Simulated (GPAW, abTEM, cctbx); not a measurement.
## Ca3Fe: the scripts behind a bonding study

Short scripts, each with its output. The cell comes from substitution in a known structure type and wasn't matched to any measured phase.

## Step 1: Relax the structure

```text
cell
1.0
     0.000000000    0.000000000    5.558000000
     7.132000000    0.000000000    0.000000000
    -3.566000000    6.176493180    0.000000000
Fe Ca
2 6
Direct
0.750000000 0.666666667 0.333333333
0.250000000 0.333333333 0.666666667
0.750000000 0.665199991 0.832599996
0.250000000 0.832599996 0.167400004
0.750000000 0.167400004 0.334800009
0.250000000 0.334800009 0.167400004
0.750000000 0.167400004 0.832599996
0.250000000 0.832599996 0.665199991
```

```python
from ase.constraints import FixSymmetry
from ase.filters import FrechetCellFilter
from ase.io import read, write
from ase.optimize import BFGS
from ase.parallel import parprint
from gpaw import GPAW, PW, FermiDirac

atoms = read("start.vasp")
atoms.set_initial_magnetic_moments([3, 3, 0, 0, 0, 0, 0, 0])
atoms.set_constraint(FixSymmetry(atoms))
atoms.calc = GPAW(mode=PW(570), xc="PBE", kpts={"size": (4, 3, 3), "gamma": True},
                 occupations=FermiDirac(0.1), maxiter=120, symmetry={"tolerance": 1e-5}, txt="relax.txt")
BFGS(FrechetCellFilter(atoms), maxstep=0.15).run(fmax=0.03, steps=40)
parprint("cell  %.4f %.4f %.4f  %.2f %.2f %.2f" % tuple(atoms.cell.cellpar()))
parprint("volume %.3f A^3, largest force %.3f eV/A, largest stress %.2f GPa" % (atoms.get_volume(), abs(atoms.get_forces()).max(), 160.218 * abs(atoms.get_stress()).max()))
atoms.set_constraint()
write("relaxed.vasp", atoms, direct=True)
```

```console
$ OMP_NUM_THREADS=1 mpirun -n 4 gpaw python run.py > gpaw.log
```

```text
      Step        Energy          fmax
BFGS:    0      -26.687149        0.716551
BFGS:    1      -26.729858        0.650643
BFGS:    2      -26.917836        0.077297
BFGS:    3      -26.918935        0.060169
BFGS:    4      -26.919045        0.058810
BFGS:    5      -26.923721        0.034407
BFGS:    6      -26.924854        0.015905
cell  5.5172 7.1909 7.1909  120.00 90.00 90.00
volume 247.069 A^3, largest force 0.001 eV/A, largest stress 0.08 GPa
```

Time: 6.2 min on 4 cores of Arm Neoverse V2 (shared host), peak memory 1.7 GiB.

## Step 2: Build the all-electron density and subtract free atoms

```text
cell
1.0
     0.000000000    0.000000000    5.517172000
     7.190944710    0.000000000    0.000000000
    -3.595472360    6.227540800    0.000000000
Fe Ca
2 6
Direct
0.750000000 0.666666670 0.333333330
0.250000000 0.333333330 0.666666670
0.750000000 0.646979020 0.823489510
0.250000000 0.823489510 0.176510490
0.750000000 0.176510490 0.353020980
0.250000000 0.353020980 0.176510490
0.750000000 0.176510490 0.823489510
0.250000000 0.823489510 0.646979020
```

```python
import numpy as np
from ase.io import read
from ase.units import Bohr
from gpaw import GPAW, PW, FermiDirac
from gpaw.calculator import GPAW as OldGPAW
from gpaw.mpi import serial_comm, world
from scipy.special import erfc
from scipy.spatial import cKDTree

atoms = read("cell.vasp")
atoms.set_initial_magnetic_moments([3, 3, 0, 0, 0, 0, 0, 0])
atoms.calc = GPAW(mode=PW(450), xc="PBE", kpts={"size": (4, 4, 4), "gamma": True},
                 occupations=FermiDirac(0.1), maxiter=120, symmetry={"tolerance": 1e-5}, txt="scf.txt")
atoms.get_potential_energy()
rho = atoms.calc.get_all_electron_density(gridrefinement=2)
moments = atoms.get_magnetic_moments() if atoms.calc.get_number_of_spins() == 2 else np.zeros(len(atoms))
total = atoms.get_magnetic_moment() if moments.any() else 0.0
if world.rank == 0:
    free = OldGPAW(mode=PW(450), xc="PBE", txt=None, communicator=serial_comm)
    neutral = atoms.copy()
    neutral.set_initial_magnetic_moments(None)
    free.initialize(neutral)
    free.set_positions(neutral)
    drho = rho - free.get_all_electron_density(gridrefinement=2)
    # GPAW starts from confined atoms: exchange their smooth part for that of the datasets' free atoms
    h = np.stack(np.meshgrid(*[np.fft.fftfreq(n, 1 / n) for n in drho.shape], indexing="ij"), -1)
    gabs = np.linalg.norm(h @ atoms.cell.reciprocal(), axis=-1)
    tails = np.fft.fftn(free.get_pseudo_density(gridrefinement=2))
    g, form, v0 = np.linspace(0, gabs.max(), 1500), {}, 0
    for e in set(atoms.symbols):
        idx = atoms.symbols.search(e)
        d = free.setups[idx[0]].data
        r, w = d.rgd.r_g * Bohr, d.rgd.r_g**2 * d.rgd.dr_g
        j0 = np.sinc(2 * g[:, None] * r)
        smooth = sum(f * p**2 for f, p in zip(d.f_j, d.phit_jg)) + np.sqrt(4 * np.pi) * d.nct_g
        full = sum(f * p**2 for f, p in zip(d.f_j, d.phi_jg)) + np.sqrt(4 * np.pi) * d.nc_g
        phase = sum(np.exp(-2j * np.pi * h @ s) for s in atoms.get_scaled_positions()[idx])
        tails -= np.interp(gabs, g, j0 @ (smooth * w)) * phase * drho.size / atoms.get_volume()
        form[e] = j0 @ (full * w)
        v0 += 2 * np.pi / 3 * 14.3996 * (full * w * r**2).sum() * len(idx)  # V A^3
    tails *= 0.5 * erfc((gabs - 1.8) / 0.25)  # the tails differ at long wavelengths alone
    drho += np.fft.ifftn(tails).real  # crystal minus superposed spherical free atoms
    np.save("drho.npy", drho)
    dv = atoms.get_volume() / drho.size
    print("grid", drho.shape, " electrons %.3f" % (rho.sum() * dv), " moved by bonding %.3f e" % (abs(drho).sum() * dv / 2))
    pts = np.indices(drho.shape).reshape(3, -1).T / drho.shape @ atoms.cell
    shifts = (np.indices((3, 3, 3)).reshape(3, -1).T - 1) @ atoms.cell
    images = (atoms.positions[None] + shifts[:, None]).reshape(-1, 3)
    dist, idx = cKDTree(images).query(pts, k=4)
    out = drho.ravel()[dist[:, 0] > 0.5]
    print("deformation density beyond 0.5 A of the nuclei: max %.3f, min %.3f e/A^3" % (out.max(), out.min()))
    tie = dist < dist[:, :1] + 1e-4
    q = -np.bincount((idx % len(atoms))[tie], (drho.ravel()[:, None] / tie.sum(1, keepdims=True) * tie)[tie], len(atoms)) * dv
    print("atom        x       y       z   Voronoi charge  moment")
    for a, s, c, m in zip(atoms, atoms.get_scaled_positions(), q, moments):
        print("%-2s%-3d %7.4f %7.4f %7.4f %10.3f %10.2f" % (a.symbol, a.index + 1, *s, c, m))
    np.savez("free.npz", g=g, **form)
    print("mean inner potential of superposed free atoms %.3f V" % (v0 / atoms.get_volume()))
    print("total magnetic moment %.3f muB" % total)
```

```console
$ OMP_NUM_THREADS=1 mpirun -n 4 gpaw python run.py > gpaw.log
```

```text
grid (54, 72, 72)  electrons 172.000  moved by bonding 1.219 e
deformation density beyond 0.5 A of the nuclei: max 0.434, min -0.109 e/A^3
atom        x       y       z   Voronoi charge  moment
Fe1    0.7500  0.6667  0.3333     -0.194       2.78
Fe2    0.2500  0.3333  0.6667     -0.194       2.78
Ca3    0.7500  0.6470  0.8235      0.065      -0.05
Ca4    0.2500  0.8235  0.1765      0.065      -0.05
Ca5    0.7500  0.1765  0.3530      0.065      -0.05
Ca6    0.2500  0.3530  0.1765      0.065      -0.05
Ca7    0.7500  0.1765  0.8235      0.065      -0.05
Ca8    0.2500  0.8235  0.6470      0.065      -0.05
mean inner potential of superposed free atoms 13.468 V
total magnetic moment 4.289 muB
```

Time: 85 s.

## Step 3: Fourier-transform the difference

```python
from cctbx import adptbx, crystal, miller, xray
from cctbx.eltbx import tiny_pse
import numpy as np

cs = crystal.symmetry(unit_cell=(7.1909, 7.1909, 5.5172, 90, 90, 120), space_group_symbol='Hall: -P 6c 2c')  # P6_3/mmc
atoms = [  # label, site, U (iso, or U11 U22 U33 U12 U13 U23 in A^2), occupancy
    ("Fe1", (2/3, 1/3, 0.75), 0.0000, 1),
    ("Ca1", (0.64698, 0.82349, 0.75), 0.0000, 1),
]
xs = xray.structure(crystal_symmetry=cs)
for label, site, u, occ in atoms:
    u = adptbx.u_cif_as_u_star(cs.unit_cell(), u) if isinstance(u, tuple) else u
    xs.add_scatterer(xray.scatterer(label, site=site, u=u, occupancy=occ))
xs.scattering_type_registry(table="wk1995")
drho = np.load("drho.npy")
T = np.array([[0, 1, 0], [0, 0, 1], [1, 0, 0]])  # conventional axes in terms of the primitive ones
dF = np.fft.ifftn(drho) * 247.06945  # electrons a conventional cell, indexed by primitive hkl
ms = miller.build_set(cs, anomalous_flag=False, d_min=0.9).sort("resolution")
iam = ms.structure_factors_from_scatterers(xs, algorithm="direct").f_calc()
p1 = xs.expand_to_p1()
z = np.array([tiny_pse.table(sc.scattering_type).atomic_number() for sc in p1.scatterers()])
x = np.array(p1.sites_frac())
free = np.load("free.npz")
print("static structure factors of the conventional cell: F in electrons, V (Mott-Bethe) in volts")
print("   h  k  l      d  |F| table  |F| free   |F| DFT   change   |V| free  |V| DFT  change %")
for h, d, table in list(zip(ms.indices(), ms.d_spacings().data(), iam.data()))[:16]:
    df = dF[tuple(np.rint(np.linalg.solve(T, h)).astype(int))]
    phase = np.exp(2j * np.pi * x @ h)
    f = sum(np.interp(1 / d, free["g"], free[sc.scattering_type]) * p for sc, p in zip(p1.scatterers(), phase))
    fz = (z * phase).sum()
    c = 14.3996 * d * d / (np.pi * cs.unit_cell().volume())
    v0, v1 = abs(fz - f) * c, abs(fz - f - df) * c
    print("%4d%3d%3d %7.4f %9.3f %9.3f %9.3f %8.3f %9.3f %8.3f %8s" % (h + (d, abs(table), abs(f), abs(f + df), abs(f + df) - abs(f), v0, v1, "%.1f" % (100 * (v1 / v0 - 1)) if v0 > 0.02 else "-")))
```

```console
$ python run.py
```

```text
static structure factors of the conventional cell: F in electrons, V (Mott-Bethe) in volts
   h  k  l      d  |F| table  |F| free   |F| DFT   change   |V| free  |V| DFT  change %
   1  0  0  6.2275    13.995    13.991    14.140    0.149     0.352    0.245    -30.5
   1  0  1  4.1296     6.654     6.603     6.774    0.171     0.406    0.460     13.3
   1  1  0  3.5955    13.447    13.395    13.649    0.254     0.005    0.066        -
   2  0  0  3.1138    67.024    67.029    67.157    0.128     3.259    3.236     -0.7
   0  0  2  2.7586   130.349   130.250   130.460    0.210     5.894    5.865     -0.5
   2  0  1  2.7117   111.043   110.947   111.138    0.191     4.964    4.938     -0.5
   1  0  2  2.5222    11.844    11.762    11.665   -0.097     0.321    0.332      3.6
   2  1  0  2.3538     5.865     5.959     6.061    0.102     0.467    0.457     -2.2
   1  1  2  2.1886    12.025    11.817    11.667   -0.150     0.138    0.152      9.6
   2  1  1  2.1650    16.583    16.401    16.372   -0.030     0.382    0.385      0.7
   3  0  0  2.0758    10.032     9.817     9.845    0.029     0.067    0.064     -3.4
   2  0  2  2.0648    57.564    57.463    57.708    0.245     2.190    2.171     -0.9
   3  0  1  1.9429    18.686    18.691    18.716    0.025     0.740    0.739     -0.2
   2  2  0  1.7977   104.997   104.836   105.280    0.443     3.700    3.674     -0.7
   2  1  2  1.7906     4.891     4.998     5.044    0.046     0.328    0.325     -0.8
   1  0  3  1.7638     5.863     5.688     5.778    0.090     0.021    0.026     24.5
```

Time: 0.26 s on 1 core of Arm Neoverse V2 (shared host), peak memory 0.08 GiB.

## Step 4: Propagate a plane wave with and without the bonding term

```python
import abtem
import numpy as np
from ase.build import make_supercell
from ase.io import read

abtem.config.set({"dask.lazy": False, "fft": "fftw", "diagnostics.progress_bar": False})
M = [[0, -1, 0], [0, -1, -2], [1, 0, 0]]  # rows: x, y and beam direction in the primitive cell's axes
unit = make_supercell(read("cell.vasp"), M)
unit.set_cell(list(unit.cell.lengths()) + [90, 90, 90], scale_atoms=True)
unit.positions[:, 2] += 0.6896  # keeps atomic planes off the slice boundaries
unit.wrap()
slab = unit * (1, 1, 108)
print(slab.get_chemical_formula(), "| box %.2f x %.2f x %.2f A" % tuple(slab.cell.lengths()))

# change of the potential by bonding, from the DFT deformation density (Poisson's equation term by term)
drho = np.load("drho.npy")
prim = read("cell.vasp")
h = np.stack(np.meshgrid(*[np.fft.fftfreq(n, 1 / n) for n in drho.shape], indexing="ij"), -1).reshape(-1, 3).astype(int)
g2 = ((h @ prim.cell.reciprocal()) ** 2).sum(1)
keep = (g2 > 0) & (g2 < 2.5**2)
shape = (206, 356, 32)
vg = np.zeros(shape, complex)
hm = h[keep] @ np.array(M).T
move = np.exp(-2j * np.pi * hm[:, 2] * (0.6896 / unit.cell[2, 2] - 0.5 / shape[2]))  # the same shift, sampled at mid-points
vg[tuple(hm.T % np.array(shape)[:, None])] = -14.3996 / np.pi * (np.fft.fftn(drho).ravel() / drho.size)[keep] / g2[keep] * move
dV = np.fft.ifftn(vg).real * vg.size
dV = dV.reshape(206, 356, 4, 8).mean(3) * unit.cell[2, 2] / 4  # V A, projected in each slice
dV = np.tile(dV.transpose(2, 0, 1), (108, 1, 1))


def build(atoms):
    p = abtem.Potential(atoms, gpts=(206, 356), slice_thickness=[slab.cell[2, 2] / 432] * 432,
                        parametrization="lobato", projection="infinite", exit_planes=36).build()
    p.array[:] += BONDING * dV
    return p


def potentials():
    yield build(slab)  # atoms at rest


for label, BONDING in (("IAM", 0.0), ("DFT", 1.0)):
    print("=====", label)
    potential = build(slab)
    print("grid", potential.gpts, "slices", potential.num_slices)
    thickness = potential.exit_thicknesses
    wave = abtem.PlaneWave(energy=300000)
    dp = np.mean([wave.multislice(p).diffraction_patterns(max_angle="valid").array for p in potentials()], axis=0)
    hkl = [(0, 0, 0), (1, 0, 0), (1, 1, 0), (2, 0, 0), (2, 1, 0), (3, 0, 0), (2, 2, 0)]
    nx, ny = dp.shape[-2:]
    print("intensity of each beam, fraction of the incident wave")
    print("  t (A)" + "".join("%9s" % " ".join(map(str, h)) for h in hkl) + "  diffuse    total")
    grid = np.zeros((nx, ny), bool)
    grid[nx // 2 % 1::1, ny // 2 % 1::1] = True
    for t, a in list(zip(thickness, dp))[1:]:
        idx = [np.rint(np.array(M) @ np.linalg.solve([[0, 1, 0], [0, 0, 1], [1, 0, 0]], h)).astype(int) for h in hkl]
        print("%7.1f" % t + "".join("%9.5f" % a[nx // 2 + i[0] * 1, ny // 2 + i[1] * 1] for i in idx) + "%9.4f%9.4f" % (a[~grid].sum(), a.sum()))
```

```console
$ python run.py
```

```text
Ca1296Fe432 | box 7.19 x 12.46 x 595.85 A
===== IAM
grid (206, 356) slices 432
intensity of each beam, fraction of the incident wave
  t (A)    0 0 0    1 0 0    1 1 0    2 0 0    2 1 0    3 0 0    2 2 0  diffuse    total
   49.7  0.77158  0.00058  0.00021  0.00884  0.00052  0.00011  0.01386   0.0000   0.9995
   99.3  0.35651  0.00101  0.00064  0.02751  0.00225  0.00026  0.04301   0.0000   0.9982
  149.0  0.18911  0.00053  0.00073  0.03724  0.00419  0.00012  0.04702   0.0000   0.9964
  198.6  0.41289  0.00005  0.00051  0.02925  0.00431  0.00036  0.02677   0.0000   0.9949
  248.3  0.75239  0.00017  0.00111  0.01147  0.00245  0.00178  0.00577   0.0000   0.9943
  297.9  0.85218  0.00031  0.00319  0.00283  0.00080  0.00233  0.00088   0.0000   0.9937
  347.6  0.63989  0.00012  0.00479  0.01239  0.00131  0.00100  0.01107   0.0000   0.9927
  397.2  0.34818  0.00022  0.00426  0.02881  0.00378  0.00065  0.02358   0.0000   0.9916
  446.9  0.24241  0.00089  0.00237  0.03561  0.00600  0.00247  0.02995   0.0000   0.9908
  496.5  0.38563  0.00121  0.00210  0.02611  0.00656  0.00392  0.02004   0.0000   0.9900
  546.2  0.62348  0.00056  0.00449  0.01142  0.00471  0.00285  0.00811   0.0000   0.9890
  595.9  0.73558  0.00011  0.00720  0.00458  0.00181  0.00141  0.00199   0.0000   0.9881
===== DFT
grid (206, 356) slices 432
intensity of each beam, fraction of the incident wave
  t (A)    0 0 0    1 0 0    1 1 0    2 0 0    2 1 0    3 0 0    2 2 0  diffuse    total
   49.7  0.77384  0.00046  0.00017  0.00877  0.00049  0.00010  0.01376   0.0000   0.9995
   99.3  0.35910  0.00079  0.00059  0.02766  0.00205  0.00022  0.04314   0.0000   0.9982
  149.0  0.18362  0.00048  0.00071  0.03815  0.00379  0.00005  0.04781   0.0000   0.9964
  198.6  0.40094  0.00010  0.00031  0.03062  0.00395  0.00032  0.02766   0.0000   0.9949
  248.3  0.74836  0.00002  0.00058  0.01221  0.00241  0.00170  0.00612   0.0000   0.9942
  297.9  0.86244  0.00000  0.00259  0.00274  0.00089  0.00218  0.00070   0.0000   0.9937
  347.6  0.64998  0.00011  0.00449  0.01289  0.00089  0.00077  0.01111   0.0000   0.9928
  397.2  0.34096  0.00063  0.00412  0.03092  0.00262  0.00031  0.02448   0.0000   0.9917
  446.9  0.22356  0.00123  0.00187  0.03810  0.00480  0.00207  0.03151   0.0000   0.9909
  496.5  0.37577  0.00108  0.00101  0.02697  0.00630  0.00359  0.02079   0.0000   0.9902
  546.2  0.62879  0.00028  0.00342  0.01088  0.00550  0.00266  0.00780   0.0000   0.9894
  595.9  0.73849  0.00044  0.00705  0.00459  0.00258  0.00132  0.00144   0.0000   0.9886
```

Time: 30 s.

[Outputs are excerpts: Python notices, other lines and further rows are left out; steps that failed or that the build refused (PBEsol, TPSS) are not shown.]

[Logs are printed without paths, hosts, clocks, repeated set-up lines and the standing remarks that a program may print on its own settings, such as how far it seeks lower states.]
